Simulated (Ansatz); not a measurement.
# Na on Al(110): change of the work function, part 2 of 2

How does Na on the hollow site change the work function of Al(110) as the layer fills?

Ansatz 0.2.0; plane-wave DFT, LDA, Ansatz PAW.

So far, work function, upper face (eV): step 2 (the clean slab) 4.17; step 3 (46 atoms, coverage 0.111 ML, cell 3x3) 3.41; step 4 (21 atoms, coverage 0.25 ML, cell 2x2) 2.77; step 5 (22 atoms, coverage 0.5 ML, cell 2x2) 2.27.

## 6. Adsorbate added, k-mesh 8×10×1, coverage 1 ML

System of this step: Na/Al(110). The cell holds 6 atoms: 5 Al and 1 Na. Cell: a = 4.050 Å, b = 2.864 Å, c = 25.222 Å, α = 90.0°, β = 90.0°, γ = 90.0°. Vacuum lies along c.

The input, input.yaml:

```yaml
crystal:
  lattice:
    - [4.05, 0.0, 0.0]
    - [0.0, 2.8637824638, 0.0]
    - [0.0, 0.0, 25.221846614]
  atoms:
    - { symbol: Al, position: [0.0, 0.0, 0.3568335078] }
    - { symbol: Al, position: [0.5, 0.5, 0.4136053712] }
    - { symbol: Al, position: [0.0, 0.0, 0.4669864306] }
    - { symbol: Al, position: [0.5, 0.5, 0.5250251848] }
    - { symbol: Al, position: [0.0, 0.0, 0.5752969268] }
    - { symbol: Na, position: [0.5, 0.5, 0.6431664922] }
kpoints:
  mp_grid: { grid: [8, 10, 1] }
hamiltonian:
  xc: lda
scf:
  occupations: { method: fermi_dirac, width: 0.1 }
  convergence: { dr2_threshold: 1.0e-08 }
efield:
  axis: 3
  dipole_correction: true
  ramp_position: 0.97
  ramp_width: 0.06
relax:
  f_tol: 0.02
  max_steps: 60
  constraints: [{ sites: [0, 1] }]
output:
  bader: true
  write_potential: true
  write_density: true
  volumetric_format: npy
```

Command:

```bash
ansatz run input.yaml --threads 4 --pin off --max-ram 6144MiB --backend cpu --events-out ev --progress --plain --runs-dir out
```

It took 49 s on 4 threads of Arm Neoverse N1, shared host; peak memory 0.5 GiB; 2.8 min of CPU time.

Relaxation path:

```csv
step,energy less that of the first step (eV),largest force component (eV/Å)
1,0.0000,0.4635
2,-0.0521,0.1204
3,-0.0581,0.0250
4,-0.0584,0.0104
```

Forces are held to the 4 operations that the run works with; a distortion that breaks them can't arise in this run.

The atoms that moved most (Å):

```csv
atom,dx,dy,dz,length
Na6,0.000,0.000,0.314,0.314
Al5,0.000,0.000,0.068,0.068
Al3,0.000,0.000,0.022,0.022
Al4,0.000,0.000,0.021,0.021
```

Final coordinates:

```xyz
6
Lattice="4.0500 0.0000 0.0000 0.0000 2.8638 0.0000 0.0000 0.0000 25.2218" Properties=species:S:1:pos:R:3
Al    0.0000    0.0000    9.0000
Al    2.0250    1.4319   10.4319
Al    0.0000    0.0000   11.8003
Al    2.0250    1.4319   13.2635
Al    0.0000    0.0000   14.5776
Na    2.0250    1.4319   16.5354
```

The relaxation took 4 steps and lowered the energy by 0.058 eV; the largest force on the free atoms ends at 0.010 eV/Å.

The covered face has 2.89 eV, -1.29 eV against the clean one; the bare back face has moved by +0.00 eV, a measure of how thin the slab is.

## 7. Work function against coverage

This step: plane-wave DFT, LDA, Ansatz PAW; work function against coverage (Ansatz 0.2.0).

The runs are now put side by side.

Numbers from this step:

```yaml
work_function_of_the_clean_face: 4.175 eV
largest_change_of_the_work_function: -1.904 eV
```

Table of work function of the covered face by coverage:

```csv
coverage (adsorbates/nm²),work function of the covered face (eV)
0.00,4.17
0.96,3.41
2.16,2.77
4.31,2.27
8.62,2.89
```

The dipole per adsorbate comes from the change of the cell's dipole. Coverage, by row:

```csv
coverage (1/nm²),coverage (ML),work function (eV),change (eV),"dipole per adsorbate, positive end outwards (debye)",mean height of the added atoms over the highest substrate atom (Å)
0.958,0.1111,3.412,-0.7631,2.118,1.901
2.155,0.25,2.766,-1.409,1.718,1.885
4.311,0.5,2.271,-1.904,1.16,1.887
8.622,1,2.889,-1.286,0.396,1.958
```

## 8. The slab at 0.25 ML, atoms frozen

This step: plane-wave DFT, LDA, Ansatz PAW (Ansatz 0.2.0).

System of this step: Na/Al(110). The cell holds 21 atoms: 20 Al and 1 Na. Cell: a = 8.100 Å, b = 5.728 Å, c = 25.222 Å, α = 90.0°, β = 90.0°, γ = 90.0°. Vacuum lies along c.

To see where the charge goes, the covered slab, the bare substrate and the adsorbate layer are each run at the same frozen positions and on the same grid.

The input, input.yaml:

```yaml
crystal:
  lattice:
    - [8.1, 0.0, 0.0]
    - [0.0, 5.7275649276, 0.0]
    - [0.0, 0.0, 25.221846614]
  atoms:
    - { symbol: Al, position: [0.0, 0.0, 0.3568335078] }
    - { symbol: Al, position: [0.25, 0.25, 0.4136053712] }
    - { symbol: Al, position: [7.133e-07, -0.0005299717, 0.4672616496] }
    - { symbol: Al, position: [0.25, 0.25, 0.5236247871] }
    - { symbol: Al, position: [-2.89859e-05, -0.0023272171, 0.5758243671] }
    - { symbol: Al, position: [0.0, 0.5, 0.3568335078] }
    - { symbol: Al, position: [0.25, 0.75, 0.4136053712] }
    - { symbol: Al, position: [7.133e-07, 0.5005299717, 0.4672616496] }
    - { symbol: Al, position: [0.25, 0.75, 0.5253339152] }
    - { symbol: Al, position: [-2.89859e-05, 0.5023272171, 0.5758243671] }
    - { symbol: Al, position: [0.5, 0.0, 0.3568335078] }
    - { symbol: Al, position: [0.75, 0.25, 0.4136053712] }
    - { symbol: Al, position: [0.4999992867, -0.0005299717, 0.4672616496] }
    - { symbol: Al, position: [0.75, 0.25, 0.5258797488] }
    - { symbol: Al, position: [0.5000289859, -0.0023272171, 0.5758243671] }
    - { symbol: Al, position: [0.5, 0.5, 0.3568335078] }
    - { symbol: Al, position: [0.75, 0.75, 0.4136053712] }
    - { symbol: Al, position: [0.4999992867, 0.5005299717, 0.4672616496] }
    - { symbol: Al, position: [0.75, 0.75, 0.5260579756] }
    - { symbol: Al, position: [0.5000289859, 0.5023272171, 0.5758243671] }
    - { symbol: Na, position: [0.25, 0.25, 0.6505664784] }
kpoints:
  mp_grid: { grid: [4, 5, 1] }
hamiltonian:
  xc: lda
scf:
  occupations: { method: fermi_dirac, width: 0.1 }
  convergence: { dr2_threshold: 1.0e-08 }
efield:
  axis: 3
  dipole_correction: true
  ramp_position: 0.97
  ramp_width: 0.06
output:
  write_potential: true
  write_density: true
  volumetric_format: npy
```

The job ended after 55 s (4 threads; peak memory 1.8 GiB; 3.1 min of CPU time).

Numbers from this step:

- energy at zero smearing: -11717.8820 eV
- work function, upper face: 2.766 eV
- work function, lower face: 4.153 eV
- dipole along the normal: 0.3558 e·Å
- step between the vacuum levels: -1.388 eV

The work function of the upper face is 2.77 eV.

## 9. The substrate of the 0.25 ML cell alone

System of this step: Na/Al(110), substrate alone, atoms held. The cell holds 20 atoms: 20 Al. Its edges and angles: a = 8.100 Å, b = 5.728 Å, c = 25.222 Å, α = 90.0°, β = 90.0°, γ = 90.0°. Vacuum lies along c.

The second part, atoms unmoved.

input.yaml, as its differences from that of step 8:

```diff
@@ -26,3 +26,2 @@
     - { symbol: Al, position: [0.5000289859, 0.5023272171, 0.5758243671] }
-    - { symbol: Na, position: [0.25, 0.25, 0.6505664784] }
 kpoints:
```

Run time: 41 s. Hardware: 4 threads; peak memory 1.6 GiB.

Numbers from this step:

```yaml
energy_at_zero_smearing: -10250.7672 eV
work_function_upper_face: 4.173 eV
dipole_along_the_normal: -0.001997 e·Å
```

The work function of the upper face is 4.17 eV.

## 10. The adsorbate layer of the 0.25 ML cell alone

System of this step: Na/Al(110), adsorbate layer alone, atoms held. The cell holds 1 atom: 1 Na. Cell: a = 8.100 Å, b = 5.728 Å, c = 25.222 Å, α = 90.0°, β = 90.0°, γ = 90.0°. Vacuum lies along c.

The third part; a free layer of atoms may carry a moment, so spin is on.

input.yaml, the sections that differ from step 9:

```yaml
crystal:
  lattice:
    - [8.1, 0.0, 0.0]
    - [0.0, 5.7275649276, 0.0]
    - [0.0, 0.0, 25.221846614]
  atoms:
    - { symbol: Na, position: [0.25, 0.25, 0.6505664784], spin: 1.0 }
magnetization:
  spin_polarized: true
# kpoints, hamiltonian, scf, efield, output: as in step 9
```

Elapsed: 30 s, on 4 threads; peak memory 1.1 GiB.

Numbers from this step:

| Item | Value |
| --- | --- |
| energy at zero smearing | -1465.4174 eV |
| work function, upper face | 2.942 eV |
| dipole along the normal | 1.11e-5 e·Å |

At this spacing and smearing the free layer keeps no moment.

## 11. Where the charge went at 0.25 ML

This step: plane-wave DFT, LDA, Ansatz PAW; density difference on adsorption (Ansatz 0.2.0).

The densities of the parts are taken from that of the whole and averaged over planes; the first moment of what is left gives the step in the potential.

This step gave:

```yaml
largest_charge_moved: 0.004283 e/Å²
potential_step_from_the_moved_charge: -1.395 eV
```

The electron density difference oscillates, so the rows of the table below give means over windows of 1 Å about each position, cut where the curve ends. Its maxima inside the range that stand out by 2 % of the span (Å: e/Å³): 8.8: 1.4e-4, 11.8: 4.0e-4, 13.7: -2.2e-4, 15.6: 0.00516. Its minima: 10.9: -2.6e-4, 12.9: -7.4e-4, 14.4: -1.0e-3, 17.5: -0.00250.

Planar mean, whole system less its parts. The electron density difference by z; means over each step:

```csv
z (Å),electron density difference (e/Å³)
4,-2.4e-7
5,-1.1e-6
6,-3.2e-6
7,-1.4e-5
8,-5.2e-5
9,1.0e-4
10,1.1e-5
11,-1.4e-4
12,1.7e-4
13,-5.8e-4
14,-5.6e-4
15,0.00210
16,0.00320
17,-0.00132
18,-0.00198
19,-7.2e-4
20,-1.7e-4
21,-3.3e-5
22,-5.6e-6
23,-9.1e-7
24,-1.4e-7
```

Planar mean, whole system less its parts. The electrons moved below z by z:

z (Å), electrons moved below z (e/Å²) and a bar from the least value:
```
      4.5    0.00000 ######
      5.0    0.00000 ######
      5.5    0.00000 ######
      6.0    0.00000 ######
      6.5    0.00000 ######
      7.0   -0.00001 ######
      7.5   -0.00002 ######
      8.0   -0.00006 ######
      8.5   -0.00007 ######
      9.0   -0.00001 ######
      9.5    0.00004 ######
     10.0    0.00006 #######
     10.5    0.00003 ######
     11.0   -0.00008 ######
     11.5   -0.00008 ######
     12.0    0.00010 #######
     12.5    0.00004 #######
     13.0   -0.00030 #####
     13.5   -0.00053 ###
     14.0   -0.00069 ##
     14.5   -0.00113 
     15.0   -0.00081 ##
     15.5    0.00139 ##############
     16.0    0.00349 ##########################
     16.5    0.00427 ##############################
     17.0    0.00387 ############################
     17.5    0.00274 #####################
     18.0    0.00161 ###############
     18.5    0.00084 ###########
     19.0    0.00041 #########
     19.5    0.00019 #######
     20.0    0.00008 #######
     20.5    0.00003 ######
     21.0    0.00001 ######
     21.5    0.00001 ######
     22.0    0.00000 ######
     22.5    0.00000 ######
     23.0    0.00000 ######
```

## 12. Varying the input: relax.f_tol = 0.1 and relax.max_displacement = 0.1

This step: plane-wave DFT, LDA, Ansatz PAW (Ansatz 0.2.0).

System of this step: Na/Al(110). The cell holds 6 atoms: 5 Al and 1 Na. Its edges and angles: a = 4.050 Å, b = 2.864 Å, c = 25.222 Å, α = 90.0°, β = 90.0°, γ = 90.0°. Vacuum lies along c.

A run with a changed input: it repeats the earlier run at 1 ML with relax.f_tol from 0.02 to 0.1 and relax.max_displacement to 0.1.

input.yaml, the sections that differ from step 10:

```yaml
crystal:
  lattice:
    - [4.05, 0.0, 0.0]
    - [0.0, 2.8637824638, 0.0]
    - [0.0, 0.0, 25.221846614]
  atoms:
    - { symbol: Al, position: [0.0, 0.0, 0.3568335078] }
    - { symbol: Al, position: [0.5, 0.5, 0.4136053712] }
    - { symbol: Al, position: [0.0, 0.0, 0.4669864306] }
    - { symbol: Al, position: [0.5, 0.5, 0.5250251848] }
    - { symbol: Al, position: [0.0, 0.0, 0.5752969268] }
    - { symbol: Na, position: [0.5, 0.5, 0.6431664922] }
kpoints:
  mp_grid: { grid: [8, 10, 1] }
relax:
  f_tol: 0.1
  max_steps: 60
  constraints: [{ sites: [0, 1] }]
  max_displacement: 0.1
output:
  bader: true
  write_potential: true
  write_density: true
  volumetric_format: npy
# hamiltonian, scf, efield: as in step 10
# magnetization: removed
```

It took 47 s on 4 threads; peak memory 0.51 GiB.

The steps of the relaxation:

```csv
step,energy less that of the first step (eV),largest force component (eV/Å)
1,0.0000,0.4635
2,-0.0373,0.2315
3,-0.0526,0.0959
4,-0.0582,0.0151
```

Forces are held to the 4 operations that the run works with; a distortion that breaks them can't arise in this run.

The atoms that moved most (Å):

```csv
atom,dx,dy,dz,length
Na6,0.000,0.000,0.292,0.292
Al5,0.000,0.000,0.056,0.056
Al4,0.000,0.000,0.018,0.018
Al3,0.000,0.000,0.016,0.016
```

The relaxed structure:

```xyz
6
Lattice="4.0500 0.0000 0.0000 0.0000 2.8638 0.0000 0.0000 0.0000 25.2218" Properties=species:S:1:pos:R:3
Al    0.0000    0.0000    9.0000
Al    2.0250    1.4319   10.4319
Al    0.0000    0.0000   11.7945
Al    2.0250    1.4319   13.2599
Al    0.0000    0.0000   14.5663
Na    2.0250    1.4319   16.5140
```

This step gave:

```
energy at zero smearing        : -4029.5846 eV
work function, upper face      : 2.882 eV
work function, lower face      : 4.167 eV
dipole along the normal        : 0.08233 e·Å
step between the vacuum levels : -1.285 eV
```

```csv
quantity,this run,earlier run,difference
"work function, upper face (eV)",2.882,2.889,-0.0071
"work function, lower face (eV)",4.167,4.169,-0.0021
dipole along the normal (e·Å),0.08233,0.08201,3.2e-4
```

Nothing in the table moves by 0.01 in its unit (for the dipole 0.5 % and 5e-5 e·Å).

## 13. The same run with other settings

System of this step: Al(110). The cell holds 5 atoms: 5 Al. Cell: a = 4.050 Å, b = 2.864 Å, c = 23.728 Å, α = 90.0°, β = 90.0°, γ = 90.0°. Vacuum lies along c.

An input spoilt on purpose, to show how the run answers: it repeats the earlier run at 0 ML with efield.ramp_position from 0.97 to 0.475, and scf.max_iter set to 80.

The input, input.yaml:

```yaml
crystal:
  lattice:
    - [4.05, 0.0, 0.0]
    - [0.0, 2.8637824638, 0.0]
    - [0.0, 0.0, 23.7275649276]
  atoms:
    - { symbol: Al, position: [0.0, 0.0, 0.3793056737] }
    - { symbol: Al, position: [0.5, 0.5, 0.4396528368] }
    - { symbol: Al, position: [0.0, 0.0, 0.5] }
    - { symbol: Al, position: [0.5, 0.5, 0.5603471632] }
    - { symbol: Al, position: [0.0, 0.0, 0.6206943263] }
kpoints:
  mp_grid: { grid: [8, 10, 1] }
hamiltonian:
  xc: lda
scf:
  occupations: { method: fermi_dirac, width: 0.1 }
  convergence: { dr2_threshold: 1.0e-08 }
  max_iter: 80
efield:
  axis: 3
  dipole_correction: true
  ramp_position: 0.475
  ramp_width: 0.06
relax:
  f_tol: 0.02
  max_steps: 60
  constraints: [{ sites: [0, 1] }]
output:
  write_potential: true
  write_density: true
  volumetric_format: npy
```

It took 0.55 s on 4 threads; peak memory 0.25 GiB.

The program refused the input before any cycle.

The program's message: “Error: efield: ion 2 (Al) at fractional coordinate 0.5000 along the field axis lies inside the sawtooth ramp with 2 of the planes that the density is read on at each end, [0.4625, 0.5475] — the ramp m …”

The fault put into the input: the ramp among the atoms.

## 14. Summary of results

```
work function of the clean face                                                           : 4.17 eV
work function at 0.11 ML                                                                  : 3.41 eV
work function at 0.25 ML                                                                  : 2.77 eV
work function at 0.5 ML                                                                   : 2.27 eV
work function at 1 ML                                                                     : 2.89 eV
dipole per adsorbate at 0.11 ML, positive end outwards                                    : 2.12 D
step of the potential from the moved charge at 0.25 ML, upper less lower side, atoms held : -1.40 eV
```

**Reading.** Na lowers the work function of Al(110) at the lowest coverage, by 0.76 eV: the adsorbate layer has its positive end outwards. The dipole per adsorbate falls from 2.12 to 0.40 D as the layer fills. Neighbouring dipoles depolarise each other, and heights and bonding change with coverage too. The work function passes a minimum near 0.5 ML among the coverages run and rises again. At the highest coverage the adsorbates are pressed to about 2.9 Å, closer than unbonded atoms of this kind usually come, so a real layer may not reach it. The slab has 5 layers, at the tabulated experimental lattice constant, one starting site was run, and quantum-size effects of a slab this thin can reach one or two tenths of an eV.

[Logs are printed without paths, hosts, clocks, repeated set-up lines and the standing remarks that a program may print on its own settings, such as how far it seeks lower states.]

[Hosts, paths, dates, database ids (printed as entryN), source tags and the programs' standing remarks are cut or masked in the printed files.]

[Maps of the electrostatic potential energy from Ansatz leave out the sawtooth potential of an applied field or a dipole correction, so their vacuum need not be flat; planar profiles and work functions include it.]
